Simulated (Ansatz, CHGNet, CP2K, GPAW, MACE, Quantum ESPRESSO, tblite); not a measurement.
# Codes compared on Ge(111) slab, H on both faces (54 atoms)

Wanted: errors and costs of other methods on Ge(111) slab, H on both faces (54 atoms). A plane-wave run serves as the reference.

Program: Ansatz 0.2.0. Level of theory: Kohn-Sham DFT, PBE, PAW, plane waves. Results are calculated unless marked as measured.

### Step 1. The starting structure

The cell holds 54 atoms: 36 Ge and 18 H. Its edges and angles: a = 12.002 Å, b = 12.002 Å, c = 19.143 Å, α = 90.0°, β = 90.0°, γ = 120.0°. It derives from Ge (diamond-structure). Diamond-structure Ge (a = 5.658 Å), (111) slab of 4 atomic planes, 3 x 3 surface cells, H on the broken bonds of both faces, 12 Å of vacuum; displaced by a Gaussian of 0.02 Å. Then every atom was moved at random, 0.02 Å r.m.s. a Cartesian component (hydrogen 0.6 of that). Regions: slab, 36 atoms (36 Ge); hydrogen, 18 atoms (18 H). Vacuum lies along c.

### Step 2. The reference run

The PAW files are the set soft_2.

File input.yaml:

```yaml
crystal:
  lattice:
    - [12.00243, 0.0, 0.0]
    - [-6.00122, 10.39441, 0.0]
    - [0.0, 0.0, 19.14331]
  atoms:
    - { symbol: Ge, position: [0.442, 0.88879, 0.43368] }
    - { symbol: Ge, position: [0.66986, 0.00325, 0.39341] }
    - { symbol: Ge, position: [0.22143, 0.77871, 0.60923] }
    - { symbol: Ge, position: [0.44708, 0.88614, 0.56289] }
    [... 44 atom lines left out ...]
    - { symbol: H, position: [0.00215, 0.3343, 0.31634] }
    - { symbol: H, position: [0.55697, 0.11266, 0.68618] }
    - { symbol: H, position: [0.32934, 0.66473, 0.31298] }
    - { symbol: H, position: [0.88963, 0.44229, 0.68834] }
    - { symbol: H, position: [0.33505, 0.33782, 0.31226] }
    - { symbol: H, position: [0.88721, 0.10977, 0.68585] }
kpoints:
  mp_grid: { grid: [1, 1, 1] }
hamiltonian:
  xc: pbe
scf:
  occupations: { method: fermi_dirac, width: 0.05 }
output:
  forces: true
  eigenvalues: true
  populations: true
```

Run with:

```sh
$ ansatz run input.yaml --threads 4 --pin off --max-ram 8192MiB --backend cpu --events-out ev --progress --plain --runs-dir out
```

Numbers of over 12 decimals in the logs are rounded to 6 here.

The log of the run:

```text
[...]
Pseudopotentials: kind: paw
Pseudopotential: Ge, paw, valence charge 14, recommended cutoff 420 eV (normal), Ge.paw.azcp
Pseudopotential: H, paw, valence charge 1, recommended cutoff 420 eV (normal), H.paw.azcp
[... 5 lines on functional and potentials left out ...]
Crystal: 54 atoms, lattice volume = 2388.284 Å³
Basis set: ecut = 420 eV, 46521 PW (Γ), exchange–correlation on 162×162×256 points (8 copies of the dense FFT grid, shifted against one another)
Bands: 315, of which v1, the nominal top of the filled ones, is band 261 counted from 1 (260 counted from 0)
Symmetry: 1 space group operations
Space group: P1 (ITA 1), of the structure as read, at distance tolerance 1.3e-4 Å
k-points: 1
[... 5 lines on functional and potentials left out ...]
Initial density: superposition of atomic densities (neutral atoms: chi_scale 0, normalization atom), corrected by the library's trained network
Initial wavefunctions: pseudopotential atomic-orbital guess
[...]
SCF iter   1: F=—  HF=-154892.793846 eV  |F-HF|=—  |Δ(HF+E_count)|=         —  Δρ=2.98e-3  dr2=2.36e-1  ethr=1.77e-3  ⟨swp⟩=6.0  Hψ=1147  notcnv=0  defer=4
preconditioner: auto → Resta (q_TF=auto, 2.117 Å⁻¹)  ε∞=1.6  [insulator: Δε(μ)=0.730 eV  Ē_g=21.733 eV  σ=0.050 eV  W_gap=1.00  n_scr=378 (ndim 8)  ℏωp=17.4 eV  f_vac=0.588  D(μ)=0.06/eV (n_scr^D=0)  ε∞_Penn≈1.6  vacuum switching on, ρ_ref=3.4e-2 e/Å³]
[...]
SCF iter   9: F=—  HF=-154892.740427 eV  |F-HF|=—  |Δ(HF+E_count)|=   4.40e-8  Δρ=1.90e-6  dr2=1.43e-7  ethr=4.08e-10  ⟨swp⟩=2.0  Hψ=341  notcnv=0  defer=27
SCF iter  10: F=-154892.740427 eV  HF=-154892.740427 eV  |F-HF|=5.38e-9  |Δ(HF+E_count)|=   5.21e-8  Δρ=6.79e-7  dr2=2.06e-8  ethr=1.92e-11  ⟨swp⟩=12.0  Hψ=1298  notcnv=0
SCF 1 converged in 10 iterations: F = -154892.740427 eV  dr2 = 2.06e-8
[...]
SCF converged after 10 iterations
Free energy (F): -154892.740427 eV
Harris-Foulkes:  -154892.740427 eV  (|F-HF|=5.38e-9)
Internal energy: -154892.738790 eV  (E = F + TS)
E sigma→0 (E₀):  -154892.739608 eV
Entropy (-TS):   -0.001637 eV (-0.030 meV/atom)
Fermi energy:    0.634891 eV
--- Per-component energies (eV) ---
[...]
Σ components = -154892.740427   (vs F -154892.740427, Δ=0.00e0)
--- Forces (eV/Å), atoms counted from 1 ---
  atom   1  Ge     0.57033143     0.19834979     0.23350344
  atom   2  Ge    -0.43095693    -0.19843435     0.13976525
  atom   3  Ge     0.49802466    -0.30428113    -1.87656966
  atom   4  Ge    -0.67010418     0.25968008     0.15338350
[...]
atom  54  H     -0.02909267     0.02508490     1.70842034
  max |Σ_I F_I| component: 2.36e-5 eV/Å
--- Band table (eV) ---
  k-point 0: bands = ["-24.4245", "-24.3975", "-24.3779", "-24.3732", [... 299 levels ...], "4.6725", "4.6909", "4.7018", "5.0250", "5.0403", "5.0548", "5.0912", "5.1066", "5.1156", "5.1747", "5.3470", "5.3619"]
--- Löwdin populations: 54 sites ---
  site symbol       q [e]
     0     Ge     13.9837
     1     Ge     13.9184
     2     Ge     13.9094
[...]
53      H      1.0133
  spilling = 0.002656 (of n_electrons = 522.000000)
```

It took 20 s on 4 threads of Arm Neoverse V2, shared host; peak memory 2.4 GiB; 77 s of CPU time.

The run gave:

* free energy: -154892.7404 eV
* free energy per atom: -2868.3841 eV/atom
* SCF cycles: 10
* r.m.s. force component: 0.5381 eV/Å
* longest force: 2.251 eV/Å
* Fermi energy: 0.6349 eV
* gap (highest filled to lowest empty level): 0.6908 eV
* spilling of the projection: 0.002656

Length of the force by element:

| element | coordination | atoms | mean length of the force (eV/Å) | spread | least | most |
| --- | --- | --- | --- | --- | --- | --- |
| Ge | all | 36 | 0.875 | 0.480 | 0.258 | 2.25 |
| H | all | 18 | 0.552 | 0.555 | 0.0543 | 1.71 |

Löwdin charges by element (they lack the spilled electrons, 0.026 e an atom on average):

| element | coordination | atoms | mean charge (e) | spread | least | most |
| --- | --- | --- | --- | --- | --- | --- |
| Ge | all | 36 | 0.0509 | 0.0381 | 0.0033 | 0.108 |
| H | all | 18 | -0.0248 | 0.0048 | -0.0309 | -0.0133 |

By region:

| region | atoms | mean length of the force (eV/Å) |
| --- | --- | --- |
| slab | 36 | 0.875 |
| hydrogen | 18 | 0.552 |

The levels nearest the highest filled one (over half full), pooled over k-points and spins:

| level less the highest filled one (eV) | occupation |
| --- | --- |
| -1.24 | 2 |
| -1.24 | 2 |
| -0.892 | 2 |
| -0.741 | 2 |
| -0.163 | 2 |
| 0 | 2.00 |
| 0.691 | 0.002 |
| 0.912 | 0 |
| 1.33 | 0 |
| 1.33 | 0 |
| 1.33 | 0 |
| 1.37 | 0 |

### Step 3. Local order

Normalised to the volume that the atoms fill. Pair distribution functions g(r), in bins of 0.2 Å:

| r (Å) | total | Ge-Ge | Ge-H | H-H |
| --- | --- | --- | --- | --- |
| 1.40 | 0.72 | 0.00 | 1.62 | 0.00 |
| 1.60 | 1.69 | 0.00 | 3.81 | 0.00 |
| 1.80 | 0.00 | 0.00 | 0.00 | 0.00 |
| 2.00 | 0.00 | 0.00 | 0.00 | 0.00 |
| 2.20 | 0.00 | 0.00 | 0.00 | 0.00 |
| 2.40 | 2.89 | 6.53 | 0.00 | 0.00 |
| 2.60 | 0.39 | 0.89 | 0.00 | 0.00 |
| 2.80 | 0.00 | 0.00 | 0.00 | 0.00 |
| 3.00 | 0.00 | 0.00 | 0.00 | 0.00 |
| 3.20 | 0.73 | 0.00 | 1.65 | 0.00 |
| 3.40 | 0.82 | 0.00 | 1.84 | 0.00 |
| 3.60 | 0.00 | 0.00 | 0.00 | 0.00 |
| 3.80 | 0.00 | 0.00 | 0.00 | 0.00 |
| 4.00 | 4.19 | 7.05 | 0.00 | 9.50 |
| 4.20 | 1.40 | 0.08 | 3.06 | 0.00 |
| 4.40 | 0.48 | 0.00 | 1.09 | 0.00 |
| 4.60 | 1.16 | 2.63 | 0.00 | 0.00 |
| 4.80 | 0.76 | 1.70 | 0.00 | 0.00 |
| 5.00 | 0.00 | 0.00 | 0.00 | 0.00 |
| 5.20 | 0.78 | 0.00 | 1.75 | 0.00 |
| 5.40 | 0.45 | 0.00 | 1.01 | 0.00 |
| 5.60 | 0.46 | 1.04 | 0.00 | 0.00 |
| 5.80 | 0.07 | 0.15 | 0.00 | 0.00 |
| 6.00 | 0.37 | 0.10 | 0.74 | 0.00 |
| 6.20 | 1.20 | 2.41 | 0.28 | 0.00 |
| 6.40 | 0.07 | 0.00 | 0.15 | 0.00 |
| 6.60 | 1.07 | 0.00 | 2.40 | 0.00 |
| 6.80 | 0.43 | 0.76 | 0.08 | 0.54 |

Bonds by pair of elements; cutoffs follow the first minimum of g(r), held within bounds set by covalent radii, and pairs that aren't listed don't count as bonded:

| pair A-B | cutoff (Å) | bonds | mean length (Å) | spread (Å) | shortest (Å) | B about A | A about B |
| --- | --- | --- | --- | --- | --- | --- | --- |
| Ge-Ge | 2.93 | 63 | 2.45 | 0.037 | 2.37 | 3.5 | 3.5 |
| Ge-H | 1.89 | 18 | 1.53 | 0.039 | 1.45 | 0.5 | 1 |

How many atoms have how many bonded neighbours:

| element | mean | 1 | 4 |
| --- | --- | --- | --- |
| Ge | 4 | 0 | 36 |
| H | 1 | 18 | 0 |

### Step 4. What was run beside it

The programs:
- CHGNet: machine-learned potential, published weights.
- CP2K 2026.2: Gaussian basis with GTH pseudopotentials and a plane-wave density; labels give functional, basis (MOLOPT sets; SR short-range, UZH the newer set with its own potentials), grid cutoff/relative cutoff and solver (OT: orbital transformation; TRS4, TC2, SIGN: linear-scaling purification with its sparsity filter), or its built-in tight binding.
- GPAW 26.7.0: PAW with atomic orbitals (LCAO), plane waves or a real-space grid of spacing h.
- MACE: machine-learned potential, published weights.
- Quantum ESPRESSO 7.5: plane waves; labels (QE) give functional, pseudopotential set and cutoffs of waves/density.
- tblite 0.8.0: extended tight binding, driven from Python.

All use the same cell and atoms; the electronic-structure runs use the same k-mesh, and an electronic temperature of 580 K (0.05 eV) where levels are smeared.

Differences are against the plane-wave reference, forces as r.m.s. over components; share is that over the reference's r.m.s. force, slope the least-squares factor from reference forces to these. Total energies of different programs have different zeros and aren't compared.

| run | Δ force, r.m.s. (meV/Å) | share (%) | slope | Δ gap (eV) | cores | CPU time | memory (GiB) |
| --- | --- | --- | --- | --- | --- | --- | --- |
| reference | - | - | - | - | 4 | 77 s | 2.4 |
| CHGNet r2SCAN potential | 277 | 51.4 | 0.561 | - | 1 | 2.8 s | 0.52 |
| CP2K GFN1-xTB, OT DIIS | 223 | 41.4 | 0.752 | - | 1 | 3.4 s | 0.4 |
| CP2K LDA, DZVP-MOLOPT-SR, 450/50 Ry, OT CG | 181 | 33.6 | 0.872 | -0.0259 | 2 | 4.6 min | 2.1 |
| CP2K PBE+D3, DZVP-MOLOPT-SR, 450/50 Ry, OT CG | 94.2 | 17.5 | 0.925 | 0.004 | 2 | 7.7 min | 2.4 |
| CP2K PBE, DZVP-MOLOPT (SR for Ge), 450/50 Ry, OT CG | 17.5 | 3.25 | 0.990 | 0.0099 | 2 | 14 min | 2.4 |
| CP2K PBE, DZVP-MOLOPT-SR, 450/30 Ry, OT CG (coarse) | 95.3 | 17.7 | 0.924 | 0.0045 | 2 | 6.5 min | 2.4 |
| CP2K PBE, DZVP-MOLOPT-SR, 450/50 Ry, OT CG | 95.3 | 17.7 | 0.924 | 0.0045 | 2 | 7.5 min | 2.4 |
| CP2K PBE, DZVP-UZH, 450/50 Ry, OT CG | 25.3 | 4.71 | 0.970 | -0.0083 | 2 | 7.9 min | 2.4 |
| CP2K r2SCAN, SCAN potentials, DZVP-UZH(SCAN), 600/50 Ry, OT CG | 190 | 35.4 | 0.862 | 0.300 | 2 | 17 min | 3.5 |
| GPAW PBE, LCAO dzp, h 0.2 Å | 141 | 26.3 | 1.169 | 0.0677 | 1 | 53 s | 1.1 |
| GPAW PBE, LCAO dzp, h 0.2 Å, other mixer settings | 141 | 26.2 | 1.169 | 0.0677 | 1 | 65 s | 0.99 |
| GPAW PBE, LCAO sz(dzp), h 0.2 Å (coarse) | 775 | 144 | 1.849 | 0.168 | 1 | 23 s | 0.95 |
| GPAW RPBE, LCAO dzp, h 0.2 Å | 156 | 29.0 | 1.171 | 0.153 | 1 | 57 s | 1.1 |
| MACE MP-0b2 small potential | 151 | 28.0 | 0.783 | - | 1 | 5.3 s | 0.67 |
| MACE MP-0b3 medium potential | 261 | 48.6 | 0.713 | - | 1 | 6.2 s | 0.7 |
| QE PBE, sssp-1.3.0-efficiency, 45/360 Ry | 5.91 | 1.10 | 0.996 | 0.0019 | 4 | 13 min | 5.4 |
| tblite GFN1-xTB | 166 | 30.9 | 0.906 | - | 1 | 1.9 s | 0.16 |

Rows marked coarse were listed beforehand as settings not expected to be converged; some can still land near the reference.

Times of the machine-learned potentials are mostly Python's start and the loading of weights.

CPU time is summed over cores on a shared host, where runs went side by side, so it is rough. Symmetry, cutoffs, thresholds, outputs and thread counts weren't matched or tuned between programs; memory under MPI is the largest rank's times the ranks.

Mean charges by element (e), by run and scheme:

| run | scheme | Ge | H |
| --- | --- | --- | --- |
| reference | Löwdin | +0.05 | -0.02 |
| CP2K GFN1-xTB, OT DIIS | Mulliken | -0.01 | +0.03 |
| CP2K LDA, DZVP-MOLOPT-SR, 450/50 Ry, OT CG | Mulliken | -0.05 | +0.11 |
| CP2K LDA, DZVP-MOLOPT-SR, 450/50 Ry, OT CG | Hirshfeld | +0.02 | -0.04 |
| CP2K PBE+D3, DZVP-MOLOPT-SR, 450/50 Ry, OT CG | Mulliken | -0.04 | +0.07 |
| CP2K PBE+D3, DZVP-MOLOPT-SR, 450/50 Ry, OT CG | Hirshfeld | +0.03 | -0.05 |
| CP2K PBE, DZVP-MOLOPT (SR for Ge), 450/50 Ry, OT CG | Mulliken | +0.04 | -0.08 |
| CP2K PBE, DZVP-MOLOPT (SR for Ge), 450/50 Ry, OT CG | Hirshfeld | +0.03 | -0.06 |
| CP2K PBE, DZVP-MOLOPT-SR, 450/50 Ry, OT CG | Mulliken | -0.04 | +0.07 |
| CP2K PBE, DZVP-MOLOPT-SR, 450/50 Ry, OT CG | Hirshfeld | +0.03 | -0.05 |
| CP2K PBE, DZVP-UZH, 450/50 Ry, OT CG | Mulliken | +0.03 | -0.05 |
| CP2K PBE, DZVP-UZH, 450/50 Ry, OT CG | Hirshfeld | +0.03 | -0.06 |
| CP2K r2SCAN, SCAN potentials, DZVP-UZH(SCAN), 600/50 Ry, OT CG | Mulliken | +0.01 | -0.03 |
| CP2K r2SCAN, SCAN potentials, DZVP-UZH(SCAN), 600/50 Ry, OT CG | Hirshfeld | +0.03 | -0.06 |
| tblite GFN1-xTB | Mulliken | +0.02 | -0.03 |

The reference's Löwdin charges lack the electrons that the projection spills, 0.026 e an atom on average.

Within one program, basis, potentials and functional, energies share a zero. Each run against its twin at the usual cutoff or grid and solver:

| run | twin | Δ energy (meV/atom) | Δ force, r.m.s. (meV/Å) | CPU time over the twin's |
| --- | --- | --- | --- | --- |
| CP2K PBE, DZVP-MOLOPT-SR, 450/30 Ry, OT CG | DZVP-MOLOPT-SR, 450/50 Ry, OT CG | -0.0042 | 0.18 | 0.86 |
| GPAW PBE, LCAO dzp, h 0.2 Å, other mixer settings | LCAO dzp, h 0.2 Å | 0 | 0.433 | 1.2 |

A second geometry, displaced anew (every atom was moved at random, 0.08 Å r.m.s. a Cartesian component (hydrogen 0.6 of that)), gives an energy difference that all programs can be tested on. The reference puts it at 107.2 meV/atom.

| run | energy less the first geometry's (meV/atom) | error (meV/atom) | force share at the second geometry (%) |
| --- | --- | --- | --- |
| QE PBE, sssp-1.3.0-efficiency, 45/360 Ry | 107.1 | -0.0597 | 0.557 |
| MACE MP-0b3 medium potential | 87.03 | -20.2 | 24.3 |
| tblite GFN1-xTB | 89.28 | -17.9 | 23.3 |
| CHGNet r2SCAN potential | 43.71 | -63.5 | 52.8 |
| GPAW PBE, LCAO dzp, h 0.2 Å | 111.9 | 4.74 | 11.5 |
| MACE MP-0b2 small potential | 90.73 | -16.5 | 18.7 |
| GPAW PBE, LCAO dzp, h 0.2 Å, other mixer settings | 111.9 | 4.74 | 11.5 |
| GPAW RPBE, LCAO dzp, h 0.2 Å | 114.2 | 7.03 | 13.3 |
| GPAW PBE, LCAO sz(dzp), h 0.2 Å | 111.6 | 4.39 | 52.2 |

### Step 5. Results

```yaml
reference_r_m_s_force_component: 0.538 eV/Å
nearest_in_forces: QE PBE, sssp-1.3.0-efficiency, 45/360 Ry, 1.1 %
farthest_in_forces: GPAW PBE, LCAO sz(dzp), h 0.2 Å (coarse), 144 %
cheapest_electronic_structure_run_beside_the_reference: tblite GFN1-xTB, 1.9 s of CPU time
```

What this shows: PBE on plane waves or a grid with other potentials, cutoffs or grids, coarse settings apart, differs from the reference by 1.1 % (QE PBE, sssp-1.3.0-efficiency, 45/360 Ry) of the r.m.s. force; this holds the reference's own error, so differences of a few per cent don't tell which side is nearer the exact PBE result (QE's 45 Ry are 612 eV, against the reference's 420 eV). The PBE runs in local orbitals, coarse settings apart, differ by 3.3 % (CP2K PBE, DZVP-MOLOPT (SR for Ge), 450/50 Ry, OT CG) to 26 % (GPAW PBE, LCAO dzp, h 0.2 Å); basis, grid and potentials can all enter. Tight binding differs by 31 % (tblite GFN1-xTB) to 41 % (CP2K GFN1-xTB, OT DIIS); it is another model, with fitted parameters of its own, and the xTB methods hold dispersion. Machine-learned potentials differ by 28 % (MACE MP-0b2 small potential) to 51 % (CHGNet r2SCAN potential); they were trained on other programs' data, some at another functional. Among those trained on PBE data the slope goes as low as 0.71, with a correlation of 0.88, so directions differ as well as sizes. Rows with another functional or a dispersion term differ by 18 % (CP2K PBE+D3, DZVP-MOLOPT-SR, 450/50 Ry, OT CG) to 35 % (CP2K r2SCAN, SCAN potentials, DZVP-UZH(SCAN), 600/50 Ry, OT CG), which mixes the change of model with differences of basis and potentials, some of them made for another functional. CP2K r2SCAN, SCAN potentials, DZVP-UZH(SCAN), 600/50 Ry, OT CG needed 72 SCF steps, so its time overstates the method's usual cost. Runs with settings chosen to be coarse differ by 18 % (CP2K PBE, DZVP-MOLOPT-SR, 450/30 Ry, OT CG) to 144 % (GPAW PBE, LCAO sz(dzp), h 0.2 Å), their programs' other errors included. Of the electronic-structure runs that take under half the reference's CPU time, tblite GFN1-xTB comes nearest, at 31 % in 1.9 s against 77 s. GPAW PBE, LCAO dzp, h 0.2 Å stiffens the forces by a factor of 1.17 while following their directions (correlation 0.985); the difference isn't even, but is largest on one element. In CP2K PBE, DZVP-MOLOPT-SR, 450/50 Ry, OT CG the difference has nearly one length on every H (0.17 eV/Å) and points along its bond, inwards: this method prefers shorter bonds, and stiff bonds to hydrogen turn a small shift into a large force. At the same functional, gaps differ from the reference's 0.691 eV by between -0.01 and +0.17 eV. These are spacings on the run's k-points, which needn't hold the band edges. Charges hang on model, scheme and program or settings: among these rows the mean for H runs from -0.08 to +0.11 e, even in sign. The energy difference between the two geometries, 107 meV/atom in the reference, is met best by QE PBE, sssp-1.3.0-efficiency, 45/360 Ry (-0.0597) and worst by CHGNet r2SCAN potential (-63.5). In the reference: filled and empty levels are parted by 0.691 eV at Γ alone; the mesh holds the band edges only if they fold onto it, so the gap at this level can be narrower or closed, and states at the surface or the caps may set it. In the reference: mean Löwdin charges: Ge +0.05, H -0.02 e. Periodic xTB results under one method name differ between programs and library versions. The potentials hold different valence shells: 522 electrons in the reference, 162 in CP2K with DZVP-MOLOPT and 162 in GPAW; this bears on time and differences. GPAW's setups keep the filled d shell of Ge in the core. Machine-learned potentials mimic data converged in k, so the reference's own k-point error enters their differences. The electronic-structure runs sample only Γ, in a cell whose shortest periodic width is 10 Å.

[Also dropped from logs without a mark: logging warnings of Python, and SIESTA's first energy breakdown and zero terms.]

[Logs are printed without paths, hosts, clocks, repeated set-up lines and the standing remarks that a program may print on its own settings, such as how far it seeks lower states.]

[Hosts, paths, dates, database ids (printed as entryN), source tags and the programs' standing remarks are cut or masked in the printed files.]
